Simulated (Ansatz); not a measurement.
# What KSrH3 (model cell, started as cubic perovskite with Sr in the octahedra) distorts into, part 3 of 3

Which phase does KSrH3 (model cell, started as cubic perovskite with Sr in the octahedra) fall into along its unstable mode, and how much energy does it gain?

Ansatz 0.2.0; DFT PBEsol, scalar-relativistic, plane waves, PAW; PAW set soft_1.

So far. Step 5 (Energy along the mode, all amplitudes (two of the runs …): The lowest of the steps tried is the last one, at 0.6 Å, 17.9 meV/atom below the parent; the bottom of the well need not coincide with a step. Step 7 (The new phase in its own primitive cell): The largest force component left is 0.57 meV/Å and the pressure is -0.007 GPa, within the tolerances set. The cell now holds 20.28 Å³/atom. The relaxed cell has a = 6.531, c = 9.507 Å (conventional setting).

The structure was built from a prototype and need not be the compound's stable phase.

### Step 8. Modes of the new phase, k-mesh 6×6×6

A relaxed structure may still be a saddle point, so its zone-centre modes are computed. The response to a homogeneous field gives the Born charges and the dielectric tensor.

input.yaml reads:

```yaml
crystal:
  lattice:
    - [-3.2654395121, 3.2654395121, 4.7536199455]
    - [3.2654395121, -3.2654395121, 4.7536199455]
    - [3.2654395121, 3.2654395121, -4.7536199455]
  atoms:
    - { symbol: K, position: [0.25, 0.75, 0.5] }
    - { symbol: K, position: [0.75, 0.25, 0.5] }
    - { symbol: Sr, position: [0.0, 0.0, 0.0] }
    - { symbol: Sr, position: [0.5, 0.5, 0.0] }
    - { symbol: H, position: [0.1757542113, 0.6757542113, 0.8515084226] }
    - { symbol: H, position: [0.8242457887, 0.3242457887, 0.1484915774] }
    - { symbol: H, position: [0.25, 0.25, 0.0] }
    - { symbol: H, position: [0.75, 0.75, 0.0] }
    - { symbol: H, position: [0.6757542113, 0.8242457887, 0.5] }
    - { symbol: H, position: [0.3242457887, 0.1757542113, 0.5] }
kpoints:
  mp_grid: { grid: [6, 6, 6] }
hamiltonian:
  xc: pbesol
  pseudopotentials: { kind: paw, azcp: { folder: soft_1 }, xc_functional: pbe }
scf:
  occupations: { method: fixed }
output:
  eigenvalues: true
phonons:
  method: dfpt
  dielectric: true
  rigid_motions: translations
```

The run is started by

```bash
ansatz run input.yaml --threads 4 --pin off --max-ram 16384MiB --backend cpu --events-out ev --progress --plain --runs-dir out
```

Numbers of over 12 decimals in the logs are rounded to 6 here.

The log of the run:

```text
[...]
Crystal: 10 atoms, lattice volume = 202.753 Å³
Basis set: ecut = 420 eV, 3919 PW (Γ), exchange–correlation on 96×96×96 points (8 copies of the dense FFT grid, shifted against one another)
Bands: 32, of which v1, the nominal top of the filled ones, is band 22 counted from 1 (21 counted from 0)
Symmetry: 16 space group operations
k-points: 112 of 216 (irreducible under 1 space group operation, time reversal used)
[...]
SCF iter   1: F=—  HF=-10115.653441 eV  |F-HF|=—  |Δ(HF+E_count)|=         —  Δρ=4.74e-2  dr2=6.08e0  ethr=3.10e-3  ⟨swp⟩=5.7  Hψ=14895  notcnv=0  defer=802
[...]
SCF iter   9: F=-10113.611486 eV  HF=-10113.611486 eV  |F-HF|=4.55e-11  |Δ(HF+E_count)|=   3.70e-9  Δρ=9.97e-8  dr2=3.53e-11  ethr=1.00e-12  ⟨swp⟩=22.1  Hψ=34587  notcnv=0
SCF 1 converged in 9 iterations: F = -10113.611486 eV  dr2 = 3.53e-11
[...]
NSCF: frozen V_eff on 4 k-points
DFPT response loops at Γ: preconditioner auto → Resta (q_TF=auto, 2.115 Å⁻¹)  ε∞=5.0 (no band partly filled); β = 1.00, the filter's whole step (`scf.mixing.beta` (0.50) is not read by the response loops at its default; to damp them type it under 1.00, their step now; it binds the ground state too); Broyden in place of MSR1
── the response to a field inside a basis, on 6×6×6 k-points: an SCF that follows is theirs, and a resumed run solves both again ──
Bands: 23, of which v1, the nominal top of the filled ones, is band 22 counted from 1 (21 counted from 0)
k-points: 28 of 216
[...]
Eigensolver: Dense (28 Hₖ)
SCF iter   1: F=—  HF=-10113.597691 eV  |F-HF|=—  |Δ(HF+E_count)|=         —  Δρ=1.03e-4  dr2=6.19e-6  ethr=1.00e-1
[...]
SCF iter   3: F=-10113.597698 eV  HF=-10113.597698 eV  |F-HF|=3.07e-8  |Δ(HF+E_count)|=   2.33e-6  Δρ=4.21e-6  dr2=3.87e-8  ethr=3.89e-9
SCF 1 converged in 3 iterations: F = -10113.597698 eV  dr2 = 3.87e-8
[...]
SCF converged after 9 iterations
Free energy (F): -10113.611486 eV
[...]
Internal energy: -10113.611486 eV  (E = F + TS)
E sigma→0 (E₀):  -10113.611486 eV
Fermi energy:    2.130678 eV
[...]
--- Band table (eV; the first three rows and the last of 112) ---
  k-point 0: bands = [... 18 lower, 1.2107, 1.8380, 2.1307, 2.1307, 5.4426, 5.4979, 5.4979, 8.0380, ... 6 higher]
  k-point 1: bands = [... 18 lower, 1.2936, 1.7730, 1.8221, 2.0450, 5.1818, 5.6619, 5.7481, 7.5156, ... 6 higher]
  k-point 2: bands = [... 18 lower, 1.2460, 1.4336, 1.7932, 1.8364, 4.6907, 6.1206, 6.4062, 6.9395, ... 6 higher]
  k-point 111: bands = [... 18 lower, 1.0874, 1.2545, 2.0973, 2.0973, 5.1864, 6.7998, 6.7998, 7.3471, ... 6 higher]
--- Phonons (Γ-DFPT): 8 representative perturbations + reference, on 112 of 216 k-points (Σ response iterations 30) ---
  k mesh reduced under 1 symmetry operation, with k and −k counted as one. Each operation leaves every solved perturbation unchanged. A smaller set is not considered because the run solves the response to a homogeneous field
  ASR residual: 1.300e-4 → 0.000e0 eV/Å²; symmetrization residual: 5.491e-7 eV/Å²
  ASR residual per site (eV/Å²): 4.33e-5 4.33e-5 1.30e-4 1.30e-4 1.24e-5 1.24e-5 8.37e-6 8.37e-6 1.24e-5 1.24e-5
  Γ frequencies (cm⁻¹): -226.89 -226.89 -62.31 -62.31 0.00 0.00 0.00 80.74 80.74 87.59 100.51 123.96 123.96 139.24 181.78 181.78 359.60 376.60 385.09 385.09 497.33 558.33 558.33 682.89 1011.55 1011.55 1047.76 1093.60 1116.19 1233.31
  ε∞ (high-frequency dielectric tensor):
        3.167814     0.000000     0.000000
        0.000000     3.167814    -0.000000
        0.000000    -0.000000     3.163757
  softest optical mode at Γ: -226.89 cm⁻¹; the repairs (sum rule, projections) moved no ω² at Γ by more than (2.79 cm⁻¹)²
  Born effective charges Z* (e; rows j = field, columns β = displacement):
    site 0:
         1.09157    0.00000    0.00000
         0.00000    1.09157   -0.00000
         0.00000   -0.00000    1.17209
    site 1:
         1.09157    0.00000    0.00000
         0.00000    1.09157   -0.00000
         0.00000   -0.00000    1.17209
    site 2:
         1.85968    0.02926   -0.00000
        -0.02926    1.85968    0.00000
        -0.00000    0.00000    1.74699
    site 3:
         1.85968   -0.02926   -0.00000
         0.02926    1.85968    0.00000
        -0.00000    0.00000    1.74699
    site 4:
        -1.01954    0.09603    0.00000
         0.09603   -1.01954   -0.00000
         0.00000   -0.00000   -0.90541
    site 5:
        -1.01954    0.09603    0.00000
         0.09603   -1.01954   -0.00000
         0.00000   -0.00000   -0.90541
    site 6:
        -0.91217    0.00000    0.00000
         0.00000   -0.91217   -0.00000
         0.00000   -0.00000   -1.10826
    site 7:
        -0.91217    0.00000    0.00000
         0.00000   -0.91217   -0.00000
         0.00000   -0.00000   -1.10826
    site 8:
        -1.01954   -0.09603    0.00000
        -0.09603   -1.01954   -0.00000
         0.00000   -0.00000   -0.90541
    site 9:
        -1.01954   -0.09603    0.00000
        -0.09603   -1.01954   -0.00000
         0.00000   -0.00000   -0.90541
  Z* charge neutrality: 2.153e-3 e pre-enforcement
  solved inside a basis spanned on kpoints, on 6×6×6 k-points, its susceptibility summed on 8×8×8: ε∞ is read to err by 8.0e-3, Z* by 1.2e-2 e (field_mesh: kpoints solves on kpoints); Z* is corrected for what the basis lacks
  optical modes at Γ without the LO–TO term, one row a degenerate level:
      ω (cm⁻¹)  modes    IR ((D/Å)²/amu)
       -226.89      2             0.0000
        -62.31      2            35.9267
         80.74      2             0.0000
         87.59      1             0.0000
        100.51      1             3.2641
        123.96      2             0.0757
        139.24      1             0.0000
[...]
optical modes at Γ + LO–TO along q̂ = [1.0000, 0.0000, 0.0000]:
      ω (cm⁻¹)  modes    IR ((D/Å)²/amu)
[...]
optical modes at Γ + LO–TO along q̂ = [0.0000, 1.0000, 0.0000]:
      ω (cm⁻¹)  modes    IR ((D/Å)²/amu)
[...]
optical modes at Γ + LO–TO along q̂ = [0.0000, 0.0000, 1.0000]:
      ω (cm⁻¹)  modes    IR ((D/Å)²/amu)
[...]
181.78      2            33.7936
        359.60      1             0.0000
        385.09      2           110.9680
        497.33      1             0.0000
        558.33      2             0.0000
        615.23      1            57.9788
        682.89      1             0.0000
       1011.55      2            93.8811
       1047.76      1             0.0000
       1093.60      1             0.0000
       1205.45      1            76.2220
       1233.31      1             0.0000
```

Run time: 4.6 min. Hardware: 4 threads of Arm Neoverse V1, shared host; peak memory 2.8 GiB; 18 min of CPU time.

This step gave:

```yaml
sum_rule_residual_before_enforcement: 1.30e-4 eV/Å²
miss_of_the_charge_sum_rule: 0.002153 e
estimated_error_of_the_dielectric_tensor: 0.008039
estimated_error_of_the_born_charges: 0.01156 e
point_group: 4/mmm
highest_optical_mode_at_the_zone_centre_no_lo_to_term: 1233 cm⁻¹
lowest_optical_zone_centre_mode: -226.9 cm⁻¹
mean_high_frequency_dielectric_constant: 3.166
largest_born_charge_third_of_the_trace: 1.822 e
top_of_the_zone_centre_spectrum_with_the_field: 1233 cm⁻¹
```

Without the LO-TO term. Patterns of degenerate modes are one choice out of their space. Modes at Γ, with each element's share of the kinetic energy (negative means imaginary):

| mode | frequency (cm⁻¹) | symmetry | K % | Sr % | H % |
| --- | --- | --- | --- | --- | --- |
| 1 | -226.9 | Eg | 5 | 0 | 95 |
| 2 | -226.9 | Eg | 5 | 0 | 95 |
| 3 | -62.3 | Eu | 51 | 17 | 32 |
| 4 | -62.3 | Eu | 51 | 17 | 32 |
| 5 | 0.0 | acoustic | 30 | 68 | 2 |
| 6 | 0.0 | acoustic | 30 | 68 | 2 |
| 7 | 0.0 | acoustic | 30 | 68 | 2 |
| 8 | 80.7 | Eg | 94 | 0 | 6 |
| 9 | 80.7 | Eg | 94 | 0 | 6 |
| 10 | 87.6 | B2g | 100 | 0 | 0 |
| 11 | 100.5 | A2u | 70 | 29 | 2 |
| 12 | 124.0 | Eu | 0 | 98 | 2 |
| 13 | 124.0 | Eu | 0 | 98 | 2 |
| 14 | 139.2 | A1u | 0 | 100 | 0 |
| 15 | 181.8 | Eu | 19 | 14 | 67 |
| 16 | 181.8 | Eu | 19 | 14 | 67 |
| 17 | 359.6 | B1u | 0 | 0 | 100 |
| 18 | 376.6 | A2u | 0 | 3 | 97 |
| 19 | 385.1 | Eu | 0 | 3 | 97 |
| 20 | 385.1 | Eu | 0 | 3 | 97 |
| 21 | 497.3 | A1g | 0 | 0 | 100 |
| 22 | 558.3 | Eg | 1 | 0 | 99 |
| 23 | 558.3 | Eg | 1 | 0 | 99 |
| 24 | 682.9 | B2g | 0 | 0 | 100 |
| 25 | 1011.5 | Eu | 0 | 1 | 99 |
| 26 | 1011.5 | Eu | 0 | 1 | 99 |
| 27 | 1047.8 | B1g | 0 | 0 | 100 |
| 28 | 1093.6 | A2g | 0 | 0 | 100 |
| 29 | 1116.2 | A2u | 0 | 1 | 99 |
| 30 | 1233.3 | A2g | 0 | 0 | 100 |

Displacements in mode 2 (-226.9 cm⁻¹), the largest set to 1:
```
K1   0.00  0.05  0.00
K2   0.00 -0.05  0.00
Sr3  0.00  0.00  0.00
Sr4  0.00  0.00  0.00
H5   0.00  0.00 -0.58
H6   0.00  0.00  0.58
H7   0.02  1.00  0.00
H8  -0.02 -1.00  0.00
H9   0.00  0.00  0.60
H10  0.00  0.00 -0.60
```

Displacements in mode 14 (139.2 cm⁻¹), the largest set to 1:
```
K1   0.00  0.00  0.00
K2   0.00  0.00  0.00
Sr3  0.00  0.00  1.00
Sr4  0.00  0.00 -1.00
H5   0.00  0.00  0.00
H6   0.00  0.00  0.00
H7   0.00  0.00  0.00
H8   0.00  0.00  0.00
H9   0.00  0.00  0.00
H10  0.00  0.00  0.00
```

Optical modes at the zone centre, without and with the macroscopic field of the longitudinal modes; each column is sorted by frequency, so a row need not hold one and the same mode. Modes with and without the field, by row:

| rank among optical modes | no field (cm⁻¹) | q along (1, 0, 0) (cm⁻¹) | q along (0, 0, 1) (cm⁻¹) |
| --- | --- | --- | --- |
| 1 | -226.9 | -226.9 | -226.9 |
| 2 | -226.9 | -226.9 | -226.9 |
| 3 | -62.3 | -62.3 | -62.3 |
| 4 | -62.3 | 80.7 | -62.3 |
| 5 | 80.7 | 80.7 | 80.7 |
| 6 | 80.7 | 87.6 | 80.7 |
| 7 | 87.6 | 92.7 | 87.6 |
| 8 | 100.5 | 100.5 | 115.9 |
| 9 | 124 | 124 | 124 |
| 10 | 124 | 124.2 | 124 |
| 11 | 139.2 | 139.2 | 139.2 |
| 12 | 181.8 | 181.8 | 181.8 |
| 13 | 181.8 | 241 | 181.8 |
| 14 | 359.6 | 359.6 | 359.6 |
| 15 | 376.6 | 376.6 | 385.1 |
| 16 | 385.1 | 385.1 | 385.1 |
| 17 | 385.1 | 497.3 | 497.3 |
| 18 | 497.3 | 558.3 | 558.3 |
| 19 | 558.3 | 558.3 | 558.3 |
| 20 | 558.3 | 595.7 | 615.2 |
| 21 | 682.9 | 682.9 | 682.9 |
| 22 | 1012 | 1012 | 1012 |
| 23 | 1012 | 1048 | 1012 |
| 24 | 1048 | 1094 | 1048 |
| 25 | 1094 | 1111 | 1094 |
| 26 | 1116 | 1116 | 1206 |
| 27 | 1233 | 1233 | 1233 |

Born charge (rows field, columns displacement) (e), principal values of the symmetric part by kind of site:

| atom | atoms with these values | low | middle | high | mean |
| --- | --- | --- | --- | --- | --- |
| K1 | 2 | 1.09 | 1.09 | 1.17 | 1.12 |
| Sr3 | 2 | 1.75 | 1.86 | 1.86 | 1.82 |
| H5 | 6 | -1.12 | -0.92 | -0.91 | -0.98 |

In full for Sr3:

```
 1.86  0.03  0.00
-0.03  1.86  0.00
 0.00  0.00  1.75
```

High-frequency dielectric tensor:

```
3.17 0.00 0.00
0.00 3.17 0.00
0.00 0.00 3.16
```

Transverse modes; imaginary modes are left out. Infrared lines, with heights relative to the strongest:

| position (cm⁻¹) | label | relative intensity |
| --- | --- | --- |
| 81 | Eg | 0.0 |
| 88 | B2g | 0.0 |
| 100 | A2u | 2.9 |
| 124 | Eu | 0.1 |
| 139 | A1u | 0.0 |
| 182 | Eu | 30 |
| 360 | B1u | 0.0 |
| 377 | A2u | 74 |
| 385 | Eu | 100 |
| 497 | A1g | 0.0 |
| 558 | Eg | 0.0 |
| 683 | B2g | 0.0 |
| 1012 | Eu | 85 |
| 1048 | B1g | 0.0 |
| 1094 | A2g | 0.0 |
| 1116 | A2u | 44 |
| 1233 | A2g | 0.0 |

Before it was imposed, the acoustic sum rule was missed by 1.3e-4 eV/Å² and the charge sum rule by 0.0022 e. Small misses are needed for a sound result but don't prove that mesh and cutoff are converged. The lowest optical mode is imaginary, 226.9i cm⁻¹, so the energy falls along it.

### Step 9. What came out

```json
{
  "unstable mode of the parent": "q = (-0.5, -0.5, -0.5), 354i cm⁻¹",
  "depth at the lowest point sampled": "17.9 meV/atom",
  "largest atomic shift at that point": "0.6 Å",
  "space group reached (within 0.01 Å)": "I4/mcm",
  "energy gained over the parent (first relaxation, on the mesh of the frozen mode)": "21.0 meV/atom",
  "volume per atom, phase reached": "20.3 Å³",
  "gap on the k-mesh, phase reached": "2.36 eV",
  "lowest optical zone-centre mode, phase reached": "-227 cm⁻¹",
  "highest optical mode at the zone centre (no LO-TO term), phase reached": "1233 cm⁻¹"
}
```

In words: Along this mode the structure falls into I4/mcm, 21.0 meV/atom below the parent. At the parent's cell the well is 17.93 meV/atom deep on the steps tried, with its lowest point at a shift of 0.6 Å. That is the last step tried, so the steps alone don't bracket the bottom of the well. Relaxing atoms and cell changes the gain by +3.04 meV/atom against the lowest step (energies at zero smearing). The new phase still has an imaginary mode at the zone centre of its cell, so it is a saddle point on the way to a lower structure. Of the 4 patterns followed to their end from this parent, this one ends 7.56 meV/atom above the lowest, Imma. Another end point lies within 1 meV/atom; how such a difference moves with mesh and cutoff was not tested. Each path keeps the symmetry of its pattern, so a lower phase may lie along a pattern not tried. The PAW files were made for PBE and serve the other functionals too. The starting cell was built on a prototype and not taken from a measurement, so the phase need not exist.

[Logs are printed without paths, hosts, clocks, repeated set-up lines and the standing remarks that a program may print on its own settings, such as how far it seeks lower states.]

[Hosts, paths, dates, database ids (printed as entryN), source tags and the programs' standing remarks are cut or masked in the printed files.]
